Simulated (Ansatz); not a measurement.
# C (Fd-3m, 2 atoms in the cell): modes against biaxial strain in the (001) plane

Wanted: the shifts of the zone-centre modes of C (Fd-3m, 2 atoms in the cell) with strain.

Calculated with Ansatz 0.2.0; DFT LDA, scalar-relativistic, plane waves, PAW; PAW set soft_1.

## Step 1: Set-up

The structure is cubic, space group Fd-3m (No. 227). Conventional cell: a = 3.567 Å, b = 3.567 Å, c = 3.567 Å, α = 90.00°, β = 90.00°, γ = 90.00°. Nearest to C lie 4 C at 1.54 Å.

## Step 2: A rough relaxation first

A rough relaxation comes first, because large forces or stress need no tight tolerances yet.

input.yaml reads:

```yaml
crystal:
  lattice:
    - [0.0, 1.78337, 1.78337]
    - [1.78337, 0.0, 1.78337]
    - [1.78337, 1.78337, 0.0]
  atoms:
    - { symbol: C, position: [0.5, 0.5, 0.5] }
    - { symbol: C, position: [0.75, 0.75, 0.75] }
kpoints:
  mp_grid: { grid: [10, 10, 10] }
hamiltonian:
  xc: lda
  pseudopotentials: { kind: paw, azcp: { folder: soft_1 }, xc_functional: pbe }
scf:
  occupations: { method: gaussian, width: 0.1 }
output:
  forces: true
  stress: true
  eigenvalues: true
relax:
  adjacent_minimum: "off"
  f_tol: 0.05
  max_steps: 80
  cell: { stress_tol: 0.5 }
```

On the command line:

```sh
> ansatz run input.yaml --threads 4 --pin off --max-ram 10240MiB --backend cpu --events-out ev --progress --plain --runs-dir out
```

Numbers of over 12 decimals in the logs are rounded to 6 here.

The log of the run:

```text
The last accepted step is kept in <dir> (removed where the run ends without a failure and the disk answers)
Engine: ansatz 0.2.0, aarch64-unknown-linux-gnu
Pseudopotentials: kind: paw
Pseudopotential: C, paw, valence charge 4, recommended cutoff 420 eV (normal), soft_1/C.paw.azcp
Functional definition: SPW92
  exchange = slater_x
  correlation = pw_c
Crystal: 2 atoms, lattice volume = 11.344 Å³
[...]
--- Relaxed structure (3 steps of the walk, 3 accepted, 1 SCFs on fresh bases) ---
  F+E_penalty+E_count = -485.99037661 eV   max|allowed force component| = 3.701e-17 eV/Å   (the final SCF, on the basis selected at the relaxed cell)
  cell:  # Å, volume = 11.0108 Å³
    - [0, 1.765749, 1.765749]
    - [1.765749, 0, 1.765749]
    - [1.765749, 1.765749, 0]
  atoms:
    - { symbol: C, position: [0.5, 0.5, 0.5] }
    - { symbol: C, position: [0.75, 0.75, 0.75] }
[key lines of the parts left out:]
SCF converged after 7 iterations
Free energy (F): -485.990377 eV
Fermi energy:    15.743074 eV
P = ⅓ Tr σ = -0.0150 GPa (-0.150 kbar)
```

Elapsed: 1.1 s, on 4 threads of Arm Neoverse N1, shared host; peak memory 0.23 GiB.

The steps of the relaxation:

| step | energy less that of the first step (eV) | largest force component (eV/Å) | pressure (GPa) | volume (Å³) |
| --- | --- | --- | --- | --- |
| 1 | 0.0000 | 0.0000 | -13.21 | 11.34 |
| 2 | -0.0128 | 0.0000 | -5.19 | 11.14 |
| 3 | -0.0155 | 0.0000 | 0.20 | 11.01 |
| 4* | -0.0141 | 0.0000 | -0.01 | 11.01 |

Relaxation steps marked * repeat the geometry before them on a plane-wave basis chosen anew for their cell, so energy and pressure can jump there.

Forces are held to the 48 operations that the run works with; a distortion that breaks them can't arise in this run.

| conventional cell, symmetrised | before | after | change |
| --- | --- | --- | --- |
| a (Å) | 3.567 | 3.531 | -1.0 % |
| b (Å) | 3.567 | 3.531 | -1.0 % |
| c (Å) | 3.567 | 3.531 | -1.0 % |
| volume (Å³/atom) | 5.67 | 5.51 | -2.9 % |

Final coordinates:

```xyz
2
Lattice="0.0000 1.7657 1.7657 1.7657 0.0000 1.7657 1.7657 1.7657 0.0000" Properties=species:S:1:pos:R:3 pbc="T T T"
C     1.7657    1.7657    1.7657
C     2.6486    2.6486    2.6486
```

Numbers from this step:

```yaml
pressure: -0.01498 GPa
gap_on_the_k_mesh: 4.211 eV
volume_per_atom: 5.505 Å³
```

In this step the volume went from 5.67 to 5.51 Å³/atom.

## Step 3: Bringing the structure to rest

The cell and atoms are relaxed, since residual forces and stress would shift the frequencies.

input.yaml reads:

```yaml
crystal:
  lattice:
    - [0.0, 1.7657494264, 1.7657494264]
    - [1.7657494264, 0.0, 1.7657494264]
    - [1.7657494264, 1.7657494264, 0.0]
  atoms:
    - { symbol: C, position: [0.5, 0.5, 0.5] }
    - { symbol: C, position: [0.75, 0.75, 0.75] }
kpoints:
  mp_grid: { grid: [12, 12, 12] }
hamiltonian:
  xc: lda
  pseudopotentials: { kind: paw, azcp: { folder: soft_1 }, xc_functional: pbe }
scf:
  occupations: { method: gaussian, width: 0.02 }
output:
  forces: true
  stress: true
  eigenvalues: true
  write_density: true
  write_potential: true
  elf: true
  volumetric_format: npy
relax:
  adjacent_minimum: "off"
  f_tol: 0.005
  max_steps: 80
  cell: { stress_tol: 0.05 }
```

The log of the run:

```text
[...]
Crystal: 2 atoms, lattice volume = 11.011 Å³
Basis set: ecut = 420 eV, 181 PW (Γ)
Bands: 8, of which v1, the nominal top of the filled ones, is band 4 counted from 1 (3 counted from 0)
Symmetry: 48 space group operations
[...]
k-points: 72 of 1728
[...]
SCF iter   1: F=—  HF=-486.719976 eV  |F-HF|=—  |Δ(HF+E_count)|=         —  Δρ=1.47e-1  dr2=1.68e0  ethr=3.10e-3  ⟨swp⟩=4.8  Hψ=3712  notcnv=0
[...]
SCF iter   6: F=-485.990475 eV  HF=-485.990475 eV  |F-HF|=1.31e-12  |Δ(HF+E_count)|=   5.42e-9  Δρ=2.47e-7  dr2=1.64e-12  ethr=1.28e-10  ⟨swp⟩=4.9  Hψ=2583  notcnv=0
SCF 1 converged in 6 iterations: F = -485.990475 eV  dr2 = 1.64e-12
[...]
relax step   1: F+E_penalty+E_count = -485.99047453 eV  Δ(F+E_penalty+E_count) = +0.000e0 eV  max|allowed force component| = 1.156e-17 eV/Å  Δτ_max = 0.0000 Å  P = -0.021 GPa  Ω = 11.011 Å³  (6 SCF iters, accepted)
[...]
SCF iter   1: F=—  HF=-485.990475 eV  |F-HF|=—  |Δ(HF+E_count)|=         —  Δρ=2.57e-7  dr2=2.16e-12  ethr=1.77e-8  ⟨swp⟩=3.3  Hψ=5417  notcnv=0
eigensolver tolerance schedule: the retry pair's looser diagonalisation over-reported the residual by 654207.93 of it (diagonalisation noise at an unbounded share of the residual, at the tolerance the schedule requests for it); recorded, not acted on — ethr = c·dr2/N_el stays at c = 1.0e-1
[...]
SCF iter   6: F=-485.990475 eV  HF=-485.990475 eV  |F-HF|=5.68e-14  |Δ(HF+E_count)|=  1.71e-13  Δρ=2.15e-10  dr2=3.61e-18  ethr=1.00e-12  ⟨swp⟩=1.6  Hψ=1550  notcnv=0
SCF 2 converged in 6 iterations: F = -485.990475 eV  dr2 = 3.61e-18
relax step   2: F+E_penalty+E_count = -485.99047453 eV  Δ(F+E_penalty+E_count) = -1.137e-13 eV  max|allowed force component| = 1.850e-17 eV/Å  Δτ_max = 0.0000 Å  P = -0.021 GPa  Ω = 11.011 Å³  stress off target by 2.14e-2 GPa  SCF on the basis re-selected at this cell (its energy is not comparable with the rows above)  (6 SCF iters)
basis re-selected at this cell: Δ(F+E_penalty+E_count) = -1.137e-13 eV, ΔP = +0.000 GPa vs the last step (what re-selecting the basis moved, of the pressure what is left beyond the Pulay correction that the steps carried, after the strain that the cell walked since its last selection, with what the two solves' SCF thresholds leave and, on support functions, any second-order correction that the steps lacked; it is no  [...]
SCF converged after 6 iterations
Free energy (F): -485.990475 eV
[...]
Internal energy: -485.990475 eV  (E = F + TS)
E sigma→0 (E₀):  -485.990475 eV
Fermi energy:    15.738944 eV
[...]
--- Stress (GPa, compression-positive) ---
       -0.021434       0.000000      -0.000000
       -0.000000      -0.021434      -0.000000
       -0.000000       0.000000      -0.021434
  P = ⅓ Tr σ = -0.0214 GPa (-0.214 kbar)
--- Band table (eV; the first three rows and the last of 72) ---
[...]
--- Relaxed structure (1 steps of the walk, 1 accepted, 1 SCFs on fresh bases) ---
[...]
cell:  # Å, volume = 11.0108 Å³
    - [0.0, 1.7657494264, 1.7657494264]
    - [1.7657494264, 0.0, 1.7657494264]
    - [1.7657494264, 1.7657494264, 0.0]
  atoms:
    - { symbol: C, position: [0.500000, 0.500000, 0.500000] }
    - { symbol: C, position: [0.750000, 0.750000, 0.750000] }
```

Run time: 0.82 s. Hardware: 4 threads; peak memory 0.25 GiB.

Little changed from the start: no atom moved by 0.005 Å and no cell edge by 0.1 %.

Numbers from this step:

```
pressure          : -0.02143 GPa
gap on the k-mesh : 4.202 eV
```

Electrostatic potential energy in the ac plane of a cell with a along [110], b along [-110] and c along [001] of the cube at fractional y = 0.000, with atoms of C within 0.2 Å of it. With pseudopotentials it is smooth inside the atoms' cores, unlike the true potential.

Ten even steps from '0' (-49 eV) to '9' (15 eV), each cell a mean:
```
14899721489972
78999977899997
99999999999999
99999999999999
99988999998899
99624899962489
98301699830169
46523654652365
03888610388861
```
Columns run along a (5.0 Å; values clipped at the 3rd and 97th percentile), rows up along c (3.5 Å), edges of the conventional cell, whose origin can differ from the input's. Atoms in or near the plane, at fractional coordinates: C at (0.00, 0.00), C at (0.50, 0.00), C at (0.25, 0.25), C at (0.75, 0.25).

Valence density in the ac plane of a cell with a along [110], b along [-110] and c along [001] of the cube at fractional y = 0.000, with atoms of C within 0.2 Å of it. It is the smooth field of the valence electrons, not physical close to the nuclei.

Ten even steps from '_' (0.1 e/Å³) to '@' (1.8 e/Å³), each cell a mean:
```
@@**::....==%%@@**::....==%%
++::______..==++::______..==
..__________....__________..
____________________________
____::--::..______::--::..__
__..++%%##--..__..++%%##--..
::==%%@@@@**--::==%%@@@@**--
##%%@@@@@@@@%%##%%@@@@@@@@%%
@@@@**==++##@@@@@@**==++##@@
```
Columns run along a (5.0 Å), rows up along c (3.5 Å), edges of the conventional cell, whose origin can differ from the input's. Atoms in or near the plane, at fractional coordinates: C at (0.00, 0.00), C at (0.50, 0.00), C at (0.25, 0.25), C at (0.75, 0.25).

ELF in the ac plane of a cell with a along [110], b along [-110] and c along [001] of the cube at fractional y = 0.000, with atoms of C within 0.2 Å of it. It is the smooth field of the valence electrons, not physical close to the nuclei.

Ten even steps from '_' (0.03) to '@' (0.90), each cell a mean:
```
::++==::--++--::++==::--++--
**==..____--++**==..____--++
::..________::::..________::
______....__________....____
__..--++==::____..--++==::__
..--++======::..--++======::
++##++..::##**++##++..::##**
**@@%%++##@@%%**@@%%++##@@%%
..**%%**##%%--..**%%**##%%--
```
Columns run along a (5.0 Å), rows up along c (3.5 Å), edges of the conventional cell, whose origin can differ from the input's. Atoms in or near the plane, at fractional coordinates: C at (0.00, 0.00), C at (0.50, 0.00), C at (0.25, 0.25), C at (0.75, 0.25).

In this step the volume went from 5.51 to 5.51 Å³/atom.

## Step 4: Tight relaxation

Phonons need small forces and stress, so the relaxation is finished with tight tolerances on 12×12×12 k points.

input.yaml, the sections that differ from step 3:

```yaml
scf:
  occupations: { method: fixed }
output:
  forces: true
  stress: true
  eigenvalues: true
relax:
  adjacent_minimum: "off"
  f_tol: 0.001
  max_steps: 60
  cell: { stress_tol: 0.01 }
# crystal, kpoints, hamiltonian: as in step 3
```

The log of the run:

```text
[...]
Crystal: 2 atoms, lattice volume = 11.011 Å³
Basis set: ecut = 420 eV, 181 PW (Γ)
Bands: 8, of which v1, the nominal top of the filled ones, is band 4 counted from 1 (3 counted from 0)
Symmetry: 48 space group operations
[...]
k-points: 72 of 1728
[...]
P = ⅓ Tr σ = -0.0086 GPa (-0.086 kbar)
--- Band table (eV; the first three rows and the last of 72) ---
[...]
--- Relaxed structure (2 steps of the walk, 2 accepted, 1 SCFs on fresh bases) ---
[...]
cell:  # Å, volume = 11.0105 Å³
    - [0, 1.765733, 1.765733]
    - [1.765733, 0, 1.765733]
    - [1.765733, 1.765733, 0]
  atoms:
    - { symbol: C, position: [0.500000, 0.500000, 0.500000] }
    - { symbol: C, position: [0.750000, 0.750000, 0.750000] }
[key lines of the parts left out:]
SCF converged after 4 iterations
Free energy (F): -485.990476 eV
Fermi energy:    13.638634 eV
```

Wall time 0.94 s (4 threads); peak memory 0.24 GiB; 2.8 s of CPU time.

Little changed from the start: no atom moved by 0.005 Å and no cell edge by 0.1 %.

Numbers from this step:

```yaml
pressure: -0.008565 GPa
```

The forces vanish by symmetry and the pressure is -0.009 GPa, within the tolerances set. The cell now holds 5.51 Å³/atom.

## Step 5: Zone-centre response at rest

The modes at rest are the reference of the series, and the response to a field gives the dielectric tensor and the Born charges.

input.yaml, the sections that differ from step 4:

```yaml
crystal:
  lattice:
    - [0.0, 1.7657332856, 1.7657332856]
    - [1.7657332856, 0.0, 1.7657332856]
    - [1.7657332856, 1.7657332856, 0.0]
  atoms:
    - { symbol: C, position: [0.5, 0.5, 0.5] }
    - { symbol: C, position: [0.75, 0.75, 0.75] }
output:
  eigenvalues: true
phonons:
  method: dfpt
  dielectric: true
  rigid_motions: translations
# kpoints, hamiltonian, scf: as in step 4
# relax: removed
```

The log of the run:

```text
[...]
Crystal: 2 atoms, lattice volume = 11.010 Å³
Basis set: ecut = 420 eV, 181 PW (Γ), exchange–correlation on 40×40×40 points (8 copies of the dense FFT grid, shifted against one another)
Bands: 8, of which v1, the nominal top of the filled ones, is band 4 counted from 1 (3 counted from 0)
Symmetry: 48 space group operations
k-points: 280 of 1728 (irreducible under 4 space group operations, time reversal used)
[...]
SCF iter   1: F=—  HF=-486.720076 eV  |F-HF|=—  |Δ(HF+E_count)|=         —  Δρ=1.47e-1  dr2=1.69e0  ethr=3.10e-3  ⟨swp⟩=3.9  Hψ=12868  notcnv=0  defer=483
[...]
SCF iter   7: F=-485.990477 eV  HF=-485.990477 eV  |F-HF|=2.31e-11  |Δ(HF+E_count)|=  2.21e-10  Δρ=1.41e-6  dr2=5.92e-11  ethr=1.25e-12  ⟨swp⟩=7.0  Hψ=11684  notcnv=0
SCF 1 converged in 7 iterations: F = -485.990477 eV  dr2 = 5.92e-11
[...]
NSCF: frozen V_eff on 1 k-points
DFPT response loops at Γ: preconditioner auto → none (the input reference at scf.mixing.eps_inf says where Resta's filter doesn't serve); β = 0.50; Broyden in place of MSR1
── the response to a field inside a basis, on 12×12×12 k-points: an SCF that follows is theirs, and a resumed run solves both again ──
Bands: 5, of which v1, the nominal top of the filled ones, is band 4 counted from 1 (3 counted from 0)
k-points: 182 of 1728 (irreducible under 12 space group operations)
[...]
Eigensolver: Dense (182 Hₖ)
SCF iter   1: F=—  HF=-485.993576 eV  |F-HF|=—  |Δ(HF+E_count)|=         —  Δρ=5.69e-4  dr2=4.36e-6  ethr=1.00e-1
[...]
SCF iter   3: F=-485.993579 eV  HF=-485.993579 eV  |F-HF|=1.32e-9  |Δ(HF+E_count)|=   7.79e-7  Δρ=1.04e-5  dr2=1.57e-9  ethr=1.27e-8
SCF 1 converged in 3 iterations: F = -485.993579 eV  dr2 = 1.57e-9
[...]
SCF converged after 7 iterations
Free energy (F): -485.990477 eV
[...]
Internal energy: -485.990477 eV  (E = F + TS)
E sigma→0 (E₀):  -485.990477 eV
Fermi energy:    13.638635 eV
[...]
--- Band table (eV; the first three rows and the last of 280) ---
[...]
--- Phonons (Γ-DFPT): 1 representative perturbation + reference, on 280 of 1728 k-points (Σ response iterations 3) ---
  k mesh reduced under 4 symmetry operations, with k and −k counted as one. Each operation leaves every solved perturbation unchanged. A smaller set is not considered because the run solves the response to a homogeneous field
  ASR residual: 4.925e-4 → 0.000e0 eV/Å²; symmetrization residual: 1.290e-13 eV/Å²
  ASR residual per site (eV/Å²): 4.92e-4 4.92e-4
  Γ frequencies (cm⁻¹): 0.00 0.00 0.00 1322.60 1322.60 1322.60
  ε∞ (high-frequency dielectric tensor):
        5.763965    -0.000000    -0.000000
       -0.000000     5.763965     0.000000
       -0.000000     0.000000     5.763965
  ε⁰ (static dielectric tensor: ions relaxed, cell fixed):
        5.763965    -0.000000    -0.000000
       -0.000000     5.763965     0.000000
       -0.000000     0.000000     5.763965
  ε⁰ − ε∞ (ionic part):
        0.000000    -0.000000     0.000000
       -0.000000     0.000000    -0.000000
        0.000000    -0.000000     0.000000
  softest optical mode at Γ: 1322.60 cm⁻¹; the repairs (sum rule, projections) moved no ω² at Γ by more than (3.34 cm⁻¹)²
  Born effective charges Z* (e; rows j = field, columns β = displacement):
    site 0:
         0.00000    0.00000    0.00000
        -0.00000    0.00000   -0.00000
        -0.00000   -0.00000    0.00000
    site 1:
         0.00000   -0.00000   -0.00000
         0.00000   -0.00000    0.00000
         0.00000    0.00000   -0.00000
  Z* charge neutrality: 3.657e-4 e pre-enforcement
  solved inside a basis spanned on kpoints, on 12×12×12 k-points, its susceptibility summed on 18×18×18: ε∞ is read to err by 1.5e-2, Z* by 4.3e-3 e (field_mesh: kpoints solves on kpoints)
  optical modes at Γ without the LO–TO term, one row a degenerate level:
      ω (cm⁻¹)  modes    IR ((D/Å)²/amu)
       1322.60      3             0.0000
  optical modes at Γ + LO–TO along q̂ = [1.0000, 0.0000, 0.0000]:
      ω (cm⁻¹)  modes    IR ((D/Å)²/amu)
       1322.60      3             0.0000
  optical modes at Γ + LO–TO along q̂ = [0.0000, 1.0000, 0.0000]:
      ω (cm⁻¹)  modes    IR ((D/Å)²/amu)
       1322.60      3             0.0000
  optical modes at Γ + LO–TO along q̂ = [0.0000, 0.0000, 1.0000]:
      ω (cm⁻¹)  modes    IR ((D/Å)²/amu)
       1322.60      3             0.0000
```

The job ended after 9.8 s (4 threads; peak memory 0.41 GiB; 36 s of CPU time).

Numbers from this step:

```yaml
sum_rule_residual_before_enforcement: 4.92e-4 eV/Å²
miss_of_the_charge_sum_rule: 3.66e-4 e
estimated_error_of_the_dielectric_tensor: 0.01503
estimated_error_of_the_born_charges: 0.004274 e
point_group: m-3m
highest_optical_mode_at_the_zone_centre_no_lo_to_term: 1323 cm⁻¹
lowest_optical_zone_centre_mode: 1323 cm⁻¹
mean_high_frequency_dielectric_constant: 5.764
largest_born_charge_third_of_the_trace: 0 e
mean_static_dielectric_constant: 5.764
top_of_the_zone_centre_spectrum_with_the_field: 1323 cm⁻¹
```

Patterns of degenerate modes are one choice out of their space. Modes at Γ:

| mode | frequency (cm⁻¹) | symmetry |
| --- | --- | --- |
| 1 | 0.0 | acoustic |
| 2 | 0.0 | acoustic |
| 3 | 0.0 | acoustic |
| 4 | 1322.6 | T2g |
| 5 | 1322.6 | T2g |
| 6 | 1322.6 | T2g |

Displacements in mode 4 (1322.6 cm⁻¹), the largest set to 1:
```
C1   0.00  0.00 -1.00
C2   0.00  0.00  1.00
```

Optical modes at the zone centre, without and with the macroscopic field of the longitudinal modes; each column is sorted by frequency, so a row need not hold one and the same mode. Modes with and without the field, by row:

| rank among optical modes | no field (cm⁻¹) | q along (1, 0, 0) (cm⁻¹) |
| --- | --- | --- |
| 1 | 1323 | 1323 |
| 2 | 1323 | 1323 |
| 3 | 1323 | 1323 |

The Born charge (rows field, columns displacement) vanishes on all sites.

High-frequency dielectric tensor:

```
5.76 0.00 0.00
0.00 5.76 0.00
0.00 0.00 5.76
```

Static dielectric tensor (ions relaxed, fixed cell):

```
5.76 0.00 0.00
0.00 5.76 0.00
0.00 0.00 5.76
```

Before it was imposed, the acoustic sum rule was missed by 4.9e-4 eV/Å² and the charge sum rule by 3.7e-4 e. Small misses are needed for a sound result but don't prove that mesh and cutoff are converged. The lowest optical mode is real, 1323 cm⁻¹.

[end of part 1 of 2]

[Logs are printed without paths, hosts, clocks, repeated set-up lines and the standing remarks that a program may print on its own settings, such as how far it seeks lower states.]

[Hosts, paths, dates, database ids (printed as entryN), source tags and the programs' standing remarks are cut or masked in the printed files.]
